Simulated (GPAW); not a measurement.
**Near-edge structure at the Si K edge of diamond-type (Si)₁₋ₓ(Ge)ₓ at x = 0.25**

Aim: the Si K edge in diamond-type (Si)₁₋ₓ(Ge)ₓ at x = 0.25, one member of a composition series.

Method: X-ray absorption from dipole matrix elements to empty bands, plane-wave PAW PBE, in GPAW 26.7.0.

### Step 1. Set-up

The cell holds 16 atoms: 4 Ge and 12 Si. Its edges and angles: a = 7.761 Å, b = 7.761 Å, c = 7.761 Å, α = 60.0°, β = 60.0°, γ = 60.0°. 16-atom diamond-type cell, 4 of 16 Si sites taken by Ge at random, lattice constants typed for the ends and interpolated (Vegard).

### Step 2. Relaxation

Bond lengths around the absorber set the edge shape, so the atoms are relaxed before any spectrum.

Input file relax.py:

```python
import numpy as np
from ase import Atoms
from ase.parallel import parprint, paropen
from gpaw import GPAW, PW, FermiDirac, Mixer, MixerDif, setup_paths
from ase.optimize import BFGS

atoms = Atoms('GeSi4GeSi2GeSi2GeSi4',
    cell=[[0, 5.48775, 5.48775],
     [5.48775, 0, 5.48775],
     [5.48775, 5.48775, 0]],
    scaled_positions=[[0.000459, 0.004204, 0.001283],
     [0.125471, 0.121999, 0.126744],
     [0.001139, 0.000248, 0.502762],
     [0.124667, 0.126933, 0.624032],
     [0.998495, 0.496968, 0.001336],
     [0.123485, 0.626547, 0.127659],
     [0.000663, 0.505494, 0.500548],
     [0.1232, 0.624676, 0.628287],
     [0.497997, 0.999038, 0.99909],
     [0.626445, 0.124158, 0.124054],
     [0.497196, 0.001608, 0.500615],
     [0.623828, 0.128753, 0.625905],
     [0.499605, 0.500906, 0.000478],
     [0.625982, 0.625433, 0.12481],
     [0.501108, 0.499295, 0.497751],
     [0.622929, 0.623913, 0.624564]],
    pbc=True)
atoms.calc = GPAW(legacy_gpaw=True, mode=PW(400, force_complex_dtype=True), xc='PBE', setups={},
    kpts={'size': (3, 3, 3), 'gamma': True}, occupations=FermiDirac(0.08),
    charge=0, mixer=Mixer(0.1, 5, 50), maxiter=150,
    convergence={'density': 0.0001, 'eigenstates': 1e-6}, txt='relax.txt')
steps = []
opt = BFGS(atoms, logfile='-')
opt.attach(lambda: steps.append([atoms.get_potential_energy(), float(np.linalg.norm(atoms.get_forces(), axis=1).max())]))
done = opt.run(fmax=0.05, steps=30)
out = dict(done=bool(done), steps=steps, frac=atoms.get_scaled_positions().tolist())
import json
with paropen('out.json', 'w') as f:
    json.dump(out, f)
```

Started as:

```console
$ OMP_NUM_THREADS=1 mpirun -n 4 gpaw python relax.py
```

Numbers of over 12 decimals in the logs are rounded to 6 here.

Log:

```text
Input parameters:
  convergence: {density: 0.0001,
                eigenstates: 1e-06}
  kpts: {gamma: True,
         size: (3, 3, 3)}
  maxiter: 150
  mixer: {backend: pulay,
          beta: 0.1,
          method: separate,
          nmaxold: 5,
          weight: 50}
  mode: {ecut: 400.0,
         force_complex_dtype: True,
         name: pw}
  occupations: {fixmagmom: False,
                name: fermi-dirac,
[...]
No difference between direct/indirect transitions

Forces in eV/Ang:
[...]
14 Si    0.01577    0.02704   -0.00335
 15 Si    0.00004    0.00578    0.01083
Step     Time          Energy          fmax
BFGS:    0 03:10:49      -82.144353        0.957754
BFGS:    1 03:11:08      -82.217541        0.683226
BFGS:    2 03:11:28      -82.303956        0.119670
BFGS:    3 03:11:40      -82.305314        0.081380
BFGS:    4 03:11:55      -82.306713        0.033505
[key lines of the parts left out:]
Converged after 8 iterations.
Dipole moment: (-24.312701, -23.726085, -23.849362) |e|*Ang
Free energy:    -82.306713
Fermi level: 5.73100
```

It took 1.7 min on 4 MPI ranks of Intel Xeon Platinum 8259CL at 2.50GHz (Skylake/Cascade Lake), shared host; peak memory 0.3 GiB; 6.8 min of CPU time.

In 4 steps the energy fell by 161 meV (energies extrapolated to zero smearing) and the largest force to 0.034 eV/Å. Atom 2 (Si; the text counts from 1, the script from 0) is among those that moved most, by 0.05 Å.

### Step 3. Ground state of the crystal

A plain self-consistent run shows whether there is a gap, which decides the set-up of the core-hole run.

Input file scf.py:

```python
import numpy as np
from ase import Atoms
from ase.parallel import parprint, paropen
from gpaw import GPAW, PW, FermiDirac, Mixer, MixerDif, setup_paths
from gpaw.test import gen
setup_paths.insert(0, '.')
gen('Si', name='nch1s', xcname='PBE', corehole=(1, 0, 0), write_xml=True)
from gpaw.mpi import world
world.barrier()

atoms = Atoms('GeSi4GeSi2GeSi2GeSi4',
    cell=[[0, 5.48775, 5.48775],
     [5.48775, 0, 5.48775],
     [5.48775, 5.48775, 0]],
    scaled_positions=[[0.9981364, 0.0062648, 0.9984853],
     [0.1217417, 0.126827, 0.1310746],
     [0.004387, 0.9988047, 0.5011508],
     [0.1260387, 0.1298417, 0.6202109],
     [0.9986172, 0.4969494, 0.0009137],
     [0.1255555, 0.6216475, 0.1273079],
     [0.9970905, 0.5014975, 0.5054808],
     [0.124736, 0.6253385, 0.6273997],
     [0.498416, 0.9982925, 0.0044763],
     [0.621389, 0.1282943, 0.1281743],
     [0.4979154, 0.9992005, 0.4984111],
     [0.6263179, 0.1274525, 0.619836],
     [0.5038265, 0.4985207, 0.9985852],
     [0.6267886, 0.6200299, 0.1259113],
     [0.4979178, 0.5055975, 0.4975027],
     [0.6237928, 0.6256214, 0.6250185]],
    pbc=True)
atoms.calc = calc = GPAW(legacy_gpaw=True, mode=PW(400, force_complex_dtype=True), xc='PBE', setups={2: 'nch1s'},
    kpts={'size': (3, 3, 3), 'gamma': True}, occupations=FermiDirac(0.05),
    charge=0, mixer=Mixer(0.1, 5, 50), maxiter=150,
    convergence={'density': 0.0001, 'eigenstates': 1e-6}, txt='scf.txt')
energy = atoms.get_potential_energy() + calc.get_reference_energy()
ef = calc.get_fermi_level()
out = dict(energy=energy, fermi=ef, forces=atoms.get_forces().tolist())
parprint(f'all-electron energy {energy:.4f} eV, Fermi level {ef:.4f} eV')
ev = np.array([[calc.get_eigenvalues(k, s) for k in range(len(calc.get_ibz_k_points()))] for s in range(calc.get_number_of_spins())])
out['homo'], out['lumo'], out['counts'] = ev[ev < ef].max(), ev[ev > ef].min(), sorted(set((ev < ef).sum((0, 2)).tolist()))
out['filled'] = (ev[:, 0] < ef).sum(1).tolist()
import json
with paropen('out.json', 'w') as f:
    json.dump(out, f)
```

Started as:

```console
$ OMP_NUM_THREADS=1 mpirun -n 4 gpaw python scf.py
```

Log:

```text
Input parameters:
  convergence: {density: 0.0001,
                eigenstates: 1e-06}
  kpts: {gamma: True,
         size: (3, 3, 3)}
  maxiter: 150
  mixer: {backend: pulay,
          beta: 0.1,
          method: separate,
          nmaxold: 5,
          weight: 50}
  mode: {ecut: 400.0,
         force_complex_dtype: True,
         name: pw}
  occupations: {fixmagmom: False,
                name: fermi-dirac,
                width: 0.05}
  setups: {2: nch1s}
  xc: PBE

Initialize ...

[... PAW data sets ...]

Reference energy: -323026.682656  # eV

Spin-paired calculation

[... convergence settings ...]
Symmetries present (total): 1
  [... symmetry matrices ...]

27 k-points: 3 x 3 x 3 Monkhorst-Pack grid
14 k-points in the irreducible part of the Brillouin zone
       k-points in crystal coordinates                weights
   0:     0.00000000    0.00000000    0.00000000          1/27
   1:     0.00000000    0.00000000    0.33333333          2/27
   2:     0.00000000    0.33333333   -0.33333333          2/27
   3:     0.00000000    0.33333333    0.00000000          2/27
   4:     0.00000000    0.33333333    0.33333333          2/27
   5:     0.33333333   -0.33333333   -0.33333333          2/27
   6:     0.33333333   -0.33333333    0.00000000          2/27
   7:     0.33333333   -0.33333333    0.33333333          2/27
   8:     0.33333333    0.00000000   -0.33333333          2/27
   9:     0.33333333    0.00000000    0.00000000          2/27
          ...
  13:     0.33333333    0.33333333    0.33333333          2/27

Wave functions: Plane wave expansion
  Cutoff energy: 400.000 eV
  Number of coefficients (min, max): 5960, 6039
  Pulay-stress correction: 0.000000 eV/Ang^3 (de/decut=0.000000)
  Using FFTW library
  Wavefunction extrapolation:
    Improved wavefunction reuse through dual PAW basis

Occupation numbers: Fermi-Dirac:
  width: 0.0500  # eV

Eigensolver
   Davidson(niter=2)

Densities:
  Coarse grid: 36*36*36 grid
  Fine grid: 72*72*72 grid
  Total Charge: 0.000000

Density mixing:
  Method: separate
  Backend: pulay
  Linear mixing parameter: 0.1
  old densities: 5
  Width of damping distribution: 1.1
  Damping of long wavelength oscillations: 50

[... Hamiltonian set-up ...]
Number of atoms: 16
Number of atomic orbitals: 64
Number of bands in calculation: 43
Number of valence electrons: 64
Bands to converge: occupied

... initialized

Initializing position-dependent things.

Density initialized from atomic densities
Creating initial wave functions:
  43 bands from LCAO basis set

                     Si

             Si        Ge  Si
                  Ge    Si  Si
               Si
                    Si
                 Ge
                         Si
         Si           Si
              Ge

                Si
       Si

Atomic positions and initial magnetic moments

Positions:
   0 Ge     5.513817   10.956961    5.511903    ( 0.0000,  0.0000,  0.0000)
   1 Si     1.415300    1.387393    1.364083    ( 0.0000,  0.0000,  0.0000)
   2 Si     8.231381    2.774265    5.505265    ( 0.0000,  0.0000,  0.0000)
   3 Si     4.116101    4.095231    1.404208    ( 0.0000,  0.0000,  0.0000)
   4 Si     2.732148    5.485176    8.207296    ( 0.0000,  0.0000,  0.0000)
   5 Ge     4.110080    1.387651    4.100463    ( 0.0000,  0.0000,  0.0000)
   6 Si     5.526045    8.245736    8.223876    ( 0.0000,  0.0000,  0.0000)
[...]
13 Si     4.093539    4.130629    6.842228    ( 0.0000,  0.0000,  0.0000)
  14 Si     5.504763    5.462619    5.507041    ( 0.0000,  0.0000,  0.0000)
  15 Si     6.863199    6.853164    6.856473    ( 0.0000,  0.0000,  0.0000)

Unit cell:
           periodic     x           y           z      points  spacing
  1. axis:    yes    0.000000    5.487750    5.487750    36     0.1760
  2. axis:    yes    5.487750    0.000000    5.487750    36     0.1760
  3. axis:    yes    5.487750    5.487750    0.000000    36     0.1760

  Lengths:   7.760850   7.760850   7.760850
  Angles:   60.000000  60.000000  60.000000

Effective grid spacing dv^(1/3) = 0.1921

iter:   1   -82.891054
iter:   2   -82.824323   -1.91  -0.82
iter:   3   -83.137533   -1.32  -0.85
iter:   4   -82.425670   -2.50  -1.09
iter:   5   -82.376574   -2.72  -1.56
iter:   6   -82.349085   -3.63  -1.57
iter:   7   -82.315727   -3.64  -1.75
iter:   8   -82.316154   -2.91  -2.08
iter:   9   -82.305352c  -4.11  -2.23
iter:  10   -82.304032c  -4.11  -2.64
iter:  11   -82.303966c  -6.14c -3.24
iter:  12   -82.303970c  -6.15c -3.42
iter:  13   -82.303963c  -6.50c -3.48
iter:  14   -82.303969c  -7.02c -3.62
iter:  15   -82.303966c  -7.00c -3.81
iter:  16   -82.303968c  -7.47c -4.09c

Converged after 16 iterations.

Dipole moment: (-24.308015, -23.721822, -23.844894) |e|*Ang

Energy contributions relative to reference atoms: (reference = -323026.682656)

Kinetic:       +146.984266
Potential:     -129.483059
External:        +0.000000
XC:             -99.679768
Entropy (-ST):   -0.001348
Local:           -0.124732
SIC:             +0.000000
--------------------------
Free energy:    -82.304642
Extrapolated:   -82.303968

Showing only first 2 kpts
 Kpt  Band  Eigenvalues  Occupancy
  0    30      5.50532    1.97601
  0    31      5.51558    1.97063
  0    32      5.89679    0.06347
  0    33      6.01287    0.00641

  1    30      5.04778    2.00000
  1    31      5.05500    2.00000
  1    32      6.35059    0.00001
  1    33      6.60978    0.00000

Fermi level: 5.72589

Gap: 0.381 eV
Transition (v -> c):
  (s=0, k=0, n=31, [0.00, 0.00, 0.00]) -> (s=0, k=0, n=32, [0.00, 0.00, 0.00])
No difference between direct/indirect transitions

Forces in eV/Ang:
  0 Ge   -0.00209    0.00908   -0.01271
  1 Si   -0.00982   -0.02382    0.01287
  2 Si   -0.00287   -0.00829   -0.00408
  3 Si   -0.01553    0.00990   -0.01271
  4 Si    0.00771   -0.02761    0.01827
  5 Ge    0.00639    0.02120   -0.00007
  6 Si   -0.01999   -0.00112   -0.00449
[...]
13 Si    0.01000    0.00844   -0.00949
 14 Si    0.01243    0.03157   -0.00380
 15 Si    0.00124    0.00516    0.00932
Scalar-relativistic atomic PBE calculation for Si (Silicon, Z=14)
Core hole in 1s state (1s occupation: 2.0)
450 radial gridpoints.
|------------------------------------------------|
|------------------------------------------------|
[... the atom generator's iteration count ...]

Energy contributions:
-------------------------
Kinetic:     +290.505138
XC:           -20.648327
Potential:   -559.674629
-------------------------
Total:       -289.817817

state      eigenvalue         ekin         rmax
-----------------------------------------------
1s^2.0 :   -65.623113    92.786473        0.073
2s^2.0 :    -5.126087    13.134468        0.455
2p^6.0 :    -3.511732    12.248328        0.388
3s^2.0 :    -0.397334     1.579131        1.789
3p^2.0 :    -0.149969     1.007513        2.155
-----------------------------------------------
(units: Bohr and Hartree)

Generating PAW setup
Kinetic energy of the core from tauc = 285.948705
Cutoffs:
rc(s)=2.000
rc(p)=2.000
rc(d)=2.000
rc(vbar)=1.800
rc(comp)=2.000
rc(nct)=2.000

Kinetic energy of the core states: 285.331851
Charge: 0.0
Core electrons: 10.0
Valence electrons: 4.0
Pseudo-core charge: 0.181389
Shape function alpha=2.500
Pseudo-electron charge 4.411452
state    eigenvalue         norm
--------------------------------
3s(2) :    -0.397334     1.109262
*s    :     0.602666
3p(2) :    -0.149969     1.005769
*p    :     0.850031
*d    :     0.000000
--------------------------------

Diagonalizing with gridspacing h=0.050

state   all-electron     PAW
-------------------------------
3s:      -0.397334    -0.397486
3p:      -0.149969    -0.150100
*d:                    0.031888
*f:                    0.068154
-------------------------------
all-electron energy -323108.9866 eV, Fermi level 5.7259 eV
```

Run time: 39 s. Hardware: 4 MPI ranks; peak memory 0.29 GiB; 2.6 min of CPU time.

The mesh shows a gap of 0.38 eV. The excited electron is kept all the same, so that all members of the series, with or without a gap, are treated alike.

### Step 4. Reference energy of the cell

The photon energy needs a difference of total energies, so the cell and mesh of the coming hole run are first run without a hole.

Edit scf.py of step 3 so:

```diff
@@ -32,3 +32,3 @@
 atoms.calc = calc = GPAW(legacy_gpaw=True, mode=PW(400, force_complex_dtype=True), xc='PBE', setups={2: 'nch1s'},
-    kpts={'size': (3, 3, 3), 'gamma': True}, occupations=FermiDirac(0.05),
+    kpts={'size': (3, 3, 3), 'gamma': True}, occupations=FermiDirac(0.02),
     charge=0, mixer=Mixer(0.1, 5, 50), maxiter=150,
```

Log:

```text
Input parameters:
  convergence: {density: 0.0001,
                eigenstates: 1e-06}
  kpts: {gamma: True,
         size: (3, 3, 3)}
  maxiter: 150
  mixer: {backend: pulay,
          beta: 0.1,
          method: separate,
          nmaxold: 5,
          weight: 50}
  mode: {ecut: 400.0,
         force_complex_dtype: True,
         name: pw}
  occupations: {fixmagmom: False,
                name: fermi-dirac,
[...]
3s(2) :    -0.397334     1.109262
*s    :     0.602666
3p(2) :    -0.149969     1.005769
*p    :     0.850031
*d    :     0.000000
--------------------------------

Diagonalizing with gridspacing h=0.050

state   all-electron     PAW
-------------------------------
3s:      -0.397334    -0.397486
3p:      -0.149969    -0.150100
*d:                    0.031888
*f:                    0.068154
-------------------------------
all-electron energy -323108.9870 eV, Fermi level 5.7126 eV
[key lines of the parts left out:]
Converged after 16 iterations.
Dipole moment: (-24.306430, -23.720384, -23.843457) |e|*Ang
Free energy:    -82.304375
Fermi level: 5.71260
```

It took 37 s on 4 MPI ranks; peak memory 0.29 GiB.

Reference energy: -323108.987 eV with the cores included.

(Continued in part 2 of 3.)

[Banner, clock and machine lines of the logs are left out without a mark of their own.]

[Logs are printed without paths, hosts, clocks, repeated set-up lines and the standing remarks that a program may print on its own settings, such as how far it seeks lower states.]

[Hosts, paths, dates, database ids (printed as entryN), source tags and the programs' standing remarks are cut or masked in the printed files.]

[Lists of maxima count a maximum above −3 eV only where it reaches 4 % of the highest in the window and stands out from its surroundings by 2 % of it (1.5 % where it reaches 55 %); shoulders and weaker maxima are passed over, and of the rest the first, up to two pre-edge ones and the few strongest are named.]
